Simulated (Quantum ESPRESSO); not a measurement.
# FeCO3 (Siderite): which magnetic order is lowest, part 2 of 2

Does FeCO3 (Siderite) prefer parallel or opposed moments?

Quantum ESPRESSO 7.5; PBEsol; plane waves with GBRV 1.5 PBEsol potentials, no spin-orbit coupling.

So far, absolute magnetization (μB): step 2 (start 1: ferro ++) 8.01.

## (3) Start 2: antiferro +−

The input, pw.in:

```
&CONTROL
  calculation = 'scf'
  prefix = 'pwscf'
  outdir = './tmp'
  pseudo_dir = './pseudo'
  disk_io = 'nowf'
/
&SYSTEM
  ibrav = 0
  celldm(1) = 8
  nat = 10
  ntyp = 4
  ecutwfc = 40
  ecutrho = 280
  nbnd = 51
  occupations = 'smearing'
  smearing = 'fd'
  degauss = 0.00367493
  nspin = 2
  starting_magnetization(1) = 0.25
  starting_magnetization(2) = -0.25
  starting_magnetization(3) = 0
  starting_magnetization(4) = 0
/
&ELECTRONS
  conv_thr = 2d-08
  electron_maxstep = 150
  mixing_beta = 0.3
/
ATOMIC_SPECIES
Fe1    55.8450 fe_pbesol_v1.5.uspp.F.UPF
Fe2    55.8450 fe_pbesol_v1.5.uspp.F.UPF
C      12.0110 c_pbesol_v1.2.uspp.F.UPF
O      15.9990 o_pbesol_v1.2.uspp.F.UPF
CELL_PARAMETERS alat
   0.5537724300333    0.3197206615555    1.2104483214035
  -0.5537724300333    0.3197206615555    1.2104483214035
   0.0000000000000   -0.6394413230874    1.2104483214035
ATOMIC_POSITIONS crystal
Fe1     0.0000000000    0.0000000000    0.0000000000
Fe2     0.5000000000    0.5000000000    0.5000000000
C       0.2500000000    0.2500000000    0.2500000000
C       0.7500000000    0.7500000000    0.7500000000
O       0.5243000000    0.9757000000    0.2500000000
O       0.2500000000    0.5243000000    0.9757000000
O       0.9757000000    0.2500000000    0.5243000000
O       0.4757000000    0.0243000000    0.7500000000
O       0.7500000000    0.4757000000    0.0243000000
O       0.0243000000    0.7500000000    0.4757000000
K_POINTS automatic
6 6 6 0 0 0
```

On the command line:

```sh
> OMP_NUM_THREADS=1 mpirun -n 4 pw.x -nk 4 -in pw.in > pw.out
```

Log:

```text
[banner, memory and clock lines left out]
Program PWSCF v.7.5 starts

     Message from routine setup:
     using ibrav=0 with symmetry is DISCOURAGED, use correct ibrav instead

     bravais-lattice index     =            0
     lattice parameter (alat)  =       8.0000  a.u.
     unit-cell volume          =     658.3692 (a.u.)^3
     number of atoms/cell      =           10
     number of atomic types    =            4
     number of electrons       =        76.00
     number of Kohn-Sham states=           51
     kinetic-energy cutoff     =      40.0000  Ry
     charge density cutoff     =     280.0000  Ry
     scf convergence threshold =      2.0E-08
     mixing beta               =       0.3000
     number of iterations used =            8  plain     mixing
     Exchange-correlation= SLA  PW   PSX  PSC
                           (   1   4  10   8   0   0   0)

     celldm(1)=   8.000000  celldm(2)=   0.000000  celldm(3)=   0.000000
     celldm(4)=   0.000000  celldm(5)=   0.000000  celldm(6)=   0.000000

     crystal axes: (cart. coord. in units of alat)
               a(1) = (   0.553772   0.319721   1.210448 )
               a(2) = (  -0.553772   0.319721   1.210448 )
               a(3) = (   0.000000  -0.639441   1.210448 )

     reciprocal axes: (cart. coord. in units 2 pi/alat)
               b(1) = (  0.902898  0.521288  0.275380 )
               b(2) = ( -0.902898  0.521288  0.275380 )
               b(3) = (  0.000000 -1.042577  0.275380 )

     PseudoPot. # 1 for Fe read from file:
     fe_pbesol_v1.5.uspp.F.UPF
     Pseudo is Ultrasoft + core correction, Zval = 16.0

     PseudoPot. # 2 for Fe read from file:
     fe_pbesol_v1.5.uspp.F.UPF
     Pseudo is Ultrasoft + core correction, Zval = 16.0

     PseudoPot. # 3 for C  read from file:
     c_pbesol_v1.2.uspp.F.UPF
     Pseudo is Ultrasoft + core correction, Zval =  4.0

     PseudoPot. # 4 for O  read from file:
     o_pbesol_v1.2.uspp.F.UPF
     Pseudo is Ultrasoft + core correction, Zval =  6.0

     atomic species   valence    mass     pseudopotential
     Fe1              16.00    55.84500     Fe( 1.00)
     Fe2              16.00    55.84500     Fe( 1.00)
     C                 4.00    12.01100     C ( 1.00)
     O                 6.00    15.99900     O ( 1.00)

     Starting magnetic structure
     atomic species   magnetization
     Fe1             0.250
     Fe2            -0.250
     C               0.000
     O               0.000

      6 Sym. Ops., with inversion, found

   Cartesian axes

     site n.     atom                  positions (alat units)
         1        Fe1    tau(   1) = (   0.0000000   0.0000000   0.0000000  )
         2        Fe2    tau(   2) = (   0.0000000   0.0000000   1.8156725  )
         3        C      tau(   3) = (   0.0000000   0.0000000   0.9078362  )
         4        C      tau(   4) = (   0.0000000   0.0000000   2.7235087  )
         5        O      tau(   5) = (  -0.2499729   0.3197207   2.1182846  )
         6        O      tau(   6) = (  -0.1518998  -0.3763432   2.1182846  )
         7        O      tau(   7) = (   0.4018727   0.0566225   2.1182846  )
         8        O      tau(   8) = (   0.2499729  -0.3197207   1.5130604  )
         9        O      tau(   9) = (   0.1518998   0.3763432   1.5130604  )
        10        O      tau(  10) = (  -0.4018727  -0.0566225   1.5130604  )

     number of k points=    40  Fermi-Dirac smearing, width (Ry)=  0.0037
                       cart. coord. in units 2pi/alat
        k(    1) = (   0.0000000   0.0000000   0.0000000), wk =   0.0046296
        k(    2) = (   0.0000000  -0.1737628   0.0458967), wk =   0.0277778
        k(    3) = (   0.0000000  -0.3475256   0.0917934), wk =   0.0277778
        k(    4) = (  -0.0000000   0.5212884  -0.1376900), wk =   0.0138889
        k(    5) = (  -0.1504830  -0.0868814   0.0917934), wk =   0.0277778
        [... 35 further k-points ...]

     Dense  grid:    52095 G-vectors     FFT dimensions: (  60,  60,  60)

     Smooth grid:    22497 G-vectors     FFT dimensions: (  45,  45,  45)

     Check: negative core charge=   -0.000026
     Generating pointlists ...
     new r_m :   0.2088 (alat units)  1.6706 (a.u.) for type    1
     new r_m :   0.2088 (alat units)  1.6706 (a.u.) for type    2
     new r_m :   0.1253 (alat units)  1.0025 (a.u.) for type    3
     new r_m :   0.1253 (alat units)  1.0025 (a.u.) for type    4

     Initial potential from superposition of free atoms

     starting charge      73.9999, renormalised to      76.0000
     Starting wfcs are   58 randomized atomic wfcs

     Self-consistent Calculation

     iteration #  1     ecut=    40.00 Ry     beta= 0.30
     Davidson diagonalization with overlap
     ethr =  1.00E-02,  avg # of iterations =  3.5

     Threshold (ethr) on eigenvalues was too large:
     Diagonalizing with lowered threshold

     Davidson diagonalization with overlap
     ethr =  8.36E-04,  avg # of iterations =  1.2

     total energy              =    -716.65038680 Ry
     estimated scf accuracy    <       0.60379332 Ry

     total magnetization       =     0.00 Bohr mag/cell
     absolute magnetization    =     7.43 Bohr mag/cell

     iteration #  2     ecut=    40.00 Ry     beta= 0.30
     Davidson diagonalization with overlap
     ethr =  7.94E-04,  avg # of iterations =  2.4

     total energy              =    -716.70783365 Ry
     estimated scf accuracy    <       0.08700529 Ry

     total magnetization       =    -0.01 Bohr mag/cell
     absolute magnetization    =     7.43 Bohr mag/cell

     [... further iterations left out ...]

     iteration # 18     ecut=    40.00 Ry     beta= 0.30
     Davidson diagonalization with overlap
     ethr =  1.29E-10,  avg # of iterations =  1.7

     total energy              =    -716.71547852 Ry
     estimated scf accuracy    <       0.00000005 Ry

     total magnetization       =     0.00 Bohr mag/cell
     absolute magnetization    =     7.48 Bohr mag/cell

     iteration # 19     ecut=    40.00 Ry     beta= 0.30
     Davidson diagonalization with overlap
     ethr =  6.60E-11,  avg # of iterations =  1.0

     Magnetic moment per site  (integrated on atomic sphere of radius R)
     atom   1 (R=0.209)  charge= 13.4971  magn=  3.3691
     atom   2 (R=0.209)  charge= 13.4972  magn= -3.3691
     atom   3 (R=0.125)  charge=  1.3049  magn=  0.0000
     atom   4 (R=0.125)  charge=  1.3049  magn=  0.0000
     atom   5 (R=0.125)  charge=  3.2948  magn= -0.0000
     atom   6 (R=0.125)  charge=  3.2948  magn= -0.0000
     atom   7 (R=0.125)  charge=  3.2948  magn= -0.0000
     atom   8 (R=0.125)  charge=  3.2948  magn= -0.0000
     atom   9 (R=0.125)  charge=  3.2948  magn= -0.0000
     atom  10 (R=0.125)  charge=  3.2948  magn= -0.0000

     End of self-consistent calculation

     [... lines left out ...]
     the Fermi energy is     9.5986 ev

!    total energy              =    -716.71547854 Ry
     estimated scf accuracy    <          1.7E-09 Ry
     smearing contrib. (-TS)   =      -0.00902728 Ry
     internal energy E=F+TS    =    -716.70645126 Ry

     The total energy is F=E-TS. E is the sum of the following terms:
     one-electron contribution =    -397.94635081 Ry
     hartree contribution      =     235.73065240 Ry
     xc contribution           =    -108.46702027 Ry
     ewald contribution        =    -446.02373258 Ry

     total magnetization       =     0.00 Bohr mag/cell
     absolute magnetization    =     7.48 Bohr mag/cell

     convergence has been achieved in  19 iterations
```

It took 1.9 min on 4 MPI ranks of Intel Xeon Platinum 8488C (Sapphire Rapids), shared host; peak memory 0.82 GiB.

Spin moment in the atom's sphere by atom:

| atom | spin moment in the atom's sphere (μB) |
| --- | --- |
| Fe1 | 3.37 |
| Fe2 | -3.37 |
| C3 | 0.00 |
| C4 | 0.00 |
| O5 | 0.00 |
| O6 | 0.00 |
| O7 | 0.00 |
| O8 | 0.00 |
| O9 | 0.00 |
| O10 | 0.00 |

This step gave:

| Quantity | Value |
| --- | --- |
| smearing term TS | 0.1228 eV |
| magnetization | 0 μB |
| absolute magnetization | 7.477 μB |
| final state | antiferromagnetic |

## (4) The states side by side

An order is kept where moments of 0.15 μB or more survive with the typed signs; meshes match where a doubled cell samples the same k points as the first cell.

Orders:

| start | final state | typed order kept | energy over the lowest (meV a seeded atom) | largest site moment (μB) | net moment (μB a cell of the first run) | mesh matched | CPU time (s) |
| --- | --- | --- | --- | --- | --- | --- | --- |
| ferro ++ | ferromagnetic | yes | 0 | 3.416 | 8 | yes | 343.4 |
| antiferro +- | antiferromagnetic | yes | 13.79 | 3.369 | 0 | yes | 457.9 |

## (5) Summary of results

```json
{"lowest state found": "ferromagnetic (from ferro ++)", "largest site moment": "3.42 μB", "next state with moments": "antiferromagnetic, 13.8 meV a seeded atom higher"}
```

In words: The smearing terms TS of the orders run from 44 to 61 meV a seeded atom, so the differences would change at a smaller width: an order with a larger TS is lowered more by the smearing. This is the lowest of 2 collinear or spinless starts, no proof of the ground state. No Hubbard term acts here. In such compounds local and semilocal functionals without one often delocalise the d electrons, and can shrink or lose moments and miss the size, sign and order of the couplings. The smearing term is large for its width, so states at the Fermi level are partly filled: at this level the cell is a metal or has a gap of a few widths at most.

[Logs and program files are shortened in this print: banners, set-up blocks, solver, clock and traceback lines can be left out without a mark of their own.]

[Logs are printed without paths, hosts, clocks, repeated set-up lines and the standing remarks that a program may print on its own settings, such as how far it seeks lower states.]

[Hosts, paths, dates, database ids (printed as entryN), source tags and the programs' standing remarks are cut or masked in the printed files.]

[Where a cell is said to come from a database of computed structures, the database is the Materials Project.]
